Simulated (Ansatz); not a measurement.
# What BiN (model cell, started as zinc blende) distorts into, part 3 of 3

Wanted: the energy along a soft mode of BiN (model cell, started as zinc blende) and the structure at the end.

Ansatz 0.2.0; DFT PBEsol, scalar-relativistic, plane waves, PAW.

So far. Step 4 (The mode frozen in, largest atomic shift 0.22 Å): The run ends at a pressure of -0.02 GPa, with forces up to 0.40 eV/Å. Step 5 (Energy along the mode, all amplitudes (two of the runs …): The lowest of the steps tried is at 0.22 Å, 2.82 meV/atom below the parent; the bottom of the well need not coincide with a step.

The structure was built from a prototype and need not be the compound's stable phase.

## (7) The new phase in its own primitive cell

The relaxed structure is symmetrised, reduced to its primitive cell and relaxed tightly, as its phonons need.

input.yaml reads:

```yaml
crystal:
  lattice:
    - [3.6232766015, 0.0, 0.0]
    - [0.0, 4.4071893273, 0.0]
    - [0.0, 0.0, 4.863480764]
  atoms:
    - { symbol: Bi, position: [0.5, 0.0, 0.278348829] }
    - { symbol: Bi, position: [0.0, 0.5, 0.721651171] }
    - { symbol: "N", position: [0.5, 0.5, 0.4531476897] }
    - { symbol: "N", position: [0.0, 0.0, 0.5468523103] }
kpoints:
  mp_grid: { grid: [8, 8, 6] }
hamiltonian:
  xc: pbesol
scf:
  occupations: { method: methfessel_paxton, width: 0.2 }
output:
  forces: true
  stress: true
  eigenvalues: true
relax:
  adjacent_minimum: "off"
  f_tol: 0.001
  max_steps: 60
  cell: { stress_tol: 0.01 }
```

On the command line:

```console
$ ansatz run input.yaml --threads 4 --pin off --max-ram 7168MiB --backend cpu --events-out ev --progress --plain --runs-dir out
```

Numbers of over 12 decimals in the logs are rounded to 6 here.

Output:

```text
[...]
Crystal: 4 atoms, lattice volume = 77.662 Å³
Basis set: ecut = 420 eV, 1523 PW (Γ), exchange–correlation on 50×60×72 points (8 copies of the dense FFT grid, shifted against one another)
Bands: 24, of which v1, the nominal top of the filled ones, is band 20 counted from 1 (19 counted from 0)
Symmetry: 8 space group operations
[...]
k-points: 100 of 384
[...]
--- Relaxed structure (8 steps of the walk, 7 accepted, 2 SCFs on fresh bases) ---
[...]
cell:  # Å, volume = 77.4949 Å³
    - [3.621714, 0, 0]
    - [0, 4.415221, -4.20397868572259e-19]
    - [0, -4.639231027273269e-19, 4.846261]
  atoms:
    - { symbol: Bi, position: [0.500000, 0, 0.278101] }
    - { symbol: Bi, position: [0, 0.5, 0.721899] }
    - { symbol: N, position: [0.500000, 0.5, 0.452367] }
    - { symbol: N, position: [0, 0, 0.547633] }
[key lines of the parts left out:]
SCF converged after 4 iterations
Free energy (F): -25238.792582 eV
Fermi energy:    10.253654 eV
P = ⅓ Tr σ = -0.0005 GPa (-0.005 kbar)
```

It took 28 s on 4 threads of Arm Neoverse V1, shared host; peak memory 0.49 GiB; 1.8 min of CPU time.

Relaxation path:

```csv
step,energy less that of the first step (eV),largest force component (eV/Å),pressure (GPa),volume (Å³)
1,0.0000,0.0106,0.00,77.66
2,0.0001,0.0308,0.02,77.71
3,0.0000,0.0012,0.00,77.66
4,-0.0002,0.0026,-0.02,77.60
5,-0.0003,0.0003,0.00,77.53
6,-0.0003,0.0005,0.00,77.53
7*,-0.0001,0.0005,-0.01,77.53
8,-0.0002,0.0011,0.01,77.49
9,-0.0002,0.0000,0.00,77.49
10*,-0.0001,0.0000,0.00,77.49
```

Relaxation steps marked * repeat the geometry before them on a plane-wave basis chosen anew for their cell, so energy and pressure can jump there. Relaxation step 2 was tried and not accepted.

Forces are held to the 8 operations that the run works with; a distortion that breaks them can't arise in this run.

```
conventional cell, symmetrised  before  after  change
                         a (Å)   3.623  3.622  -0.0 %
                         b (Å)   4.407  4.415  +0.2 %
                         c (Å)   4.863  4.846  -0.4 %
              volume (Å³/atom)   19.42  19.37  -0.2 %
```

Final coordinates:

```xyz
4
Lattice="3.6217 0.0000 0.0000 0.0000 4.4152 0.0000 0.0000 0.0000 4.8463" Properties=species:S:1:pos:R:3 pbc="T T T"
Bi    1.8109    0.0000    1.3478
Bi    0.0000    2.2076    3.4985
N     1.8109    2.2076    2.1923
N     0.0000    0.0000    2.6540
```

This step gave:

```yaml
pressure: -5.14e-4 GPa
volume_per_atom: 19.37 Å³
gap_on_the_k_mesh: 0.1677 eV
direct_gap_on_mesh: 0.3140 eV
```

The largest force component left is 0.015 meV/Å and the pressure is -0.001 GPa, within the tolerances set. The cell now holds 19.37 Å³/atom.

## (8) Modes of the new phase, k-mesh 8×8×6

A relaxed structure may still be a saddle point, so its zone-centre modes are computed. No field response is asked.

input.yaml, the sections that differ from step 7:

```yaml
crystal:
  lattice:
    - [3.6217135725, 0.0, 0.0]
    - [0.0, 4.415220771, 0.0]
    - [0.0, 0.0, 4.8462605017]
  atoms:
    - { symbol: Bi, position: [0.5, 0.0, 0.2781012437] }
    - { symbol: Bi, position: [0.0, 0.5, 0.7218987563] }
    - { symbol: "N", position: [0.5, 0.5, 0.4523671436] }
    - { symbol: "N", position: [0.0, 0.0, 0.5476328564] }
output:
  eigenvalues: true
phonons:
  method: dfpt
# kpoints, hamiltonian, scf: as in step 7
# relax: removed
```

Output:

```text
zone centre: on kpoints.mp_grid the ground state, and the responses unless they are solved on pairs of k-points, stand on 100 of the mesh's 384 k-points, reduced under 4 symmetry operations, with k and −k counted as one. Each operation leaves every solved displacement unchanged or reverses it
[...]
Crystal: 4 atoms, lattice volume = 77.495 Å³
Basis set: ecut = 420 eV, 1503 PW (Γ), exchange–correlation on 60×60×72 points (8 copies of the dense FFT grid, shifted against one another)
Bands: 24, of which v1, the nominal top of the filled ones, is band 20 counted from 1 (19 counted from 0)
Symmetry: 8 space group operations
k-points: 100 of 384 (irreducible under 4 space group operations, time reversal used)
[...]
SCF iter   1: F=—  HF=-25238.819830 eV  |F-HF|=—  |Δ(HF+E_count)|=         —  Δρ=1.18e-2  dr2=1.45e-1  ethr=1.77e-3  ⟨swp⟩=5.3  Hψ=10692  notcnv=0
[...]
SCF iter   9: F=-25238.792582 eV  HF=-25238.792582 eV  |F-HF|=2.18e-11  |Δ(HF+E_count)|=  2.91e-11  S|Δr|=    0.00e0  Δρ=5.22e-8  dr2=1.91e-12  ethr=1.00e-12  ⟨swp⟩=6.0  Hψ=11656  notcnv=0
SCF 1 converged in 9 iterations: F = -25238.792582 eV  dr2 = 1.91e-12
[...]
DFPT response loops at Γ: preconditioner auto → Kerker (q_TF=auto, 2.444 Å⁻¹) (partly filled bands, converged f_vac=0.003); β = 1.00, the filter's whole step (`scf.mixing.beta` (0.50) is not read by the response loops under this deck's `scf.mixing.preconditioner`; to damp them name `kerker` or `kerker_dos`, under which they read `scf.mixing.beta`, and type it under 1.00, their step now; both keys bind the ground state too); Broyden in place of MSR1
SCF converged after 9 iterations
[...]
Free energy (F): -25238.792582 eV
[...]
Internal energy: -25238.798935 eV  (E = F + TS)
E sigma→0 (E₀):  -25238.794170 eV
Entropy (-TS):   0.006353 eV (1.588 meV/atom)
Fermi energy:    10.253654 eV
[...]
--- Band table (eV; the first three rows and the last of 100) ---
  k-point 0: bands = [... 16 lower, 8.5088, 8.9211, 9.1102, 9.7877, 12.5211, 13.1686, 14.4858, 14.7418]
  k-point 1: bands = [... 16 lower, 8.5122, 8.8334, 9.1156, 9.9395, 11.7188, 13.4099, 13.5441, 14.8834]
  k-point 2: bands = [... 16 lower, 8.6369, 8.7112, 9.1252, 10.2360, 10.5501, 12.6851, 13.5484, 14.0992]
  k-point 99: bands = [... 16 lower, 6.8176, 6.8176, 10.1462, 10.1462, 13.7301, 13.7301, 14.2421, 14.2421]
--- Phonons (Γ-DFPT): 6 representative perturbations + reference, on 100 of 384 k-points (Σ response iterations 18) ---
  k mesh reduced under 4 symmetry operations, with k and −k counted as one. Each operation leaves every solved displacement unchanged or reverses it
  ASR residual: 5.039e-5 → 0.000e0 eV/Å²; symmetrization residual: 4.951e-6 eV/Å²
  ASR residual per site (eV/Å²): 5.04e-5 5.04e-5 7.09e-6 7.09e-6
  Γ frequencies (cm⁻¹): 0.00 0.00 0.00 94.37 96.54 143.01 225.59 390.46 459.37 478.72 483.54 486.93
  non-analytic LO–TO correction: not included (Born effective charges unavailable; polar crystals: no LO–TO splitting at Γ)
```

Wall time 35 s (4 threads); peak memory 0.97 GiB; 2.2 min of CPU time.

Numbers from this step:

```yaml
sum_rule_residual_before_enforcement: 5.04e-5 eV/Å²
point_group: mmm
highest_optical_mode_at_the_zone_centre_no_lo_to_term: 486.9 cm⁻¹
lowest_optical_zone_centre_mode: 94.37 cm⁻¹
```

Patterns of degenerate modes are one choice out of their space. Modes at Γ, with each element's share of the kinetic energy:

| mode | frequency (cm⁻¹) | symmetry | Bi % | N % |
| --- | --- | --- | --- | --- |
| 1 | 0.0 | acoustic | 94 | 6 |
| 2 | 0.0 | acoustic | 94 | 6 |
| 3 | 0.0 | acoustic | 94 | 6 |
| 4 | 94.4 | B3g | 100 | 0 |
| 5 | 96.5 | B2g | 98 | 2 |
| 6 | 143.0 | Ag | 99 | 1 |
| 7 | 225.6 | B2u | 6 | 94 |
| 8 | 390.5 | B3u | 6 | 94 |
| 9 | 459.4 | Ag | 1 | 99 |
| 10 | 478.7 | B2g | 2 | 98 |
| 11 | 483.5 | B1u | 6 | 94 |
| 12 | 486.9 | B3g | 0 | 100 |

Displacements in mode 4 (94.4 cm⁻¹), the largest set to 1:
```
Bi1  0.00  1.00  0.00
Bi2  0.00 -1.00  0.00
N3   0.00  0.14  0.00
N4   0.00 -0.14  0.00
```

Displacements in mode 7 (225.6 cm⁻¹), the largest set to 1:
```
Bi1  0.00 -0.07  0.00
Bi2  0.00 -0.07  0.00
N3   0.00  1.00  0.00
N4   0.00  1.00  0.00
```

Before it was imposed, the acoustic sum rule was missed by 5.0e-5 eV/Å². Small misses are needed for a sound result but don't prove that mesh and cutoff are converged. The lowest optical mode is real, 94.4 cm⁻¹.

## (9) Outcome

- unstable mode of the parent: q = (0, -0.5, -0.5), 107i cm⁻¹
- depth at the lowest point sampled: 2.82 meV/atom
- largest atomic shift at that point: 0.22 Å
- space group reached (within 0.01 Å): Pmmn
- energy gained over the parent (first relaxation, on the mesh of the frozen mode): 257 meV/atom
- volume per atom, phase reached: 19.4 Å³
- gap on the k-mesh, phase reached: 0.168 eV
- lowest optical zone-centre mode, phase reached: 94.4 cm⁻¹
- highest optical mode at the zone centre (no LO-TO term), phase reached: 487 cm⁻¹

Along this mode the structure falls into Pmmn, 257 meV/atom below the parent. At the parent's cell the well is 2.817 meV/atom deep on the steps tried, with its lowest point at a shift of 0.22 Å. Relaxing atoms and cell changes the gain by +253.81 meV/atom against the lowest step (energies at zero smearing). Most of the total comes from this relaxation. The new phase has no imaginary mode at the zone centre of its cell; other wavevectors were not checked. Of the 4 patterns followed to their end from this parent, this one reaches the lowest energy. Each path keeps the symmetry of its pattern, so a lower phase may lie along a pattern not tried. With no gap, or one that is small against the smearing, the frequencies hang on the k mesh and the smearing, most of all near Kohn anomalies. Spin-orbit coupling is left out, which can matter for the heavy elements here. A phonon run warned that its eigensolver left some bands unconverged in a pass. The starting cell was built on a prototype and not taken from a measurement, so the phase need not exist.

[Logs are printed without paths, hosts, clocks, repeated set-up lines and the standing remarks that a program may print on its own settings, such as how far it seeks lower states.]

[Hosts, paths, dates, database ids (printed as entryN), source tags and the programs' standing remarks are cut or masked in the printed files.]
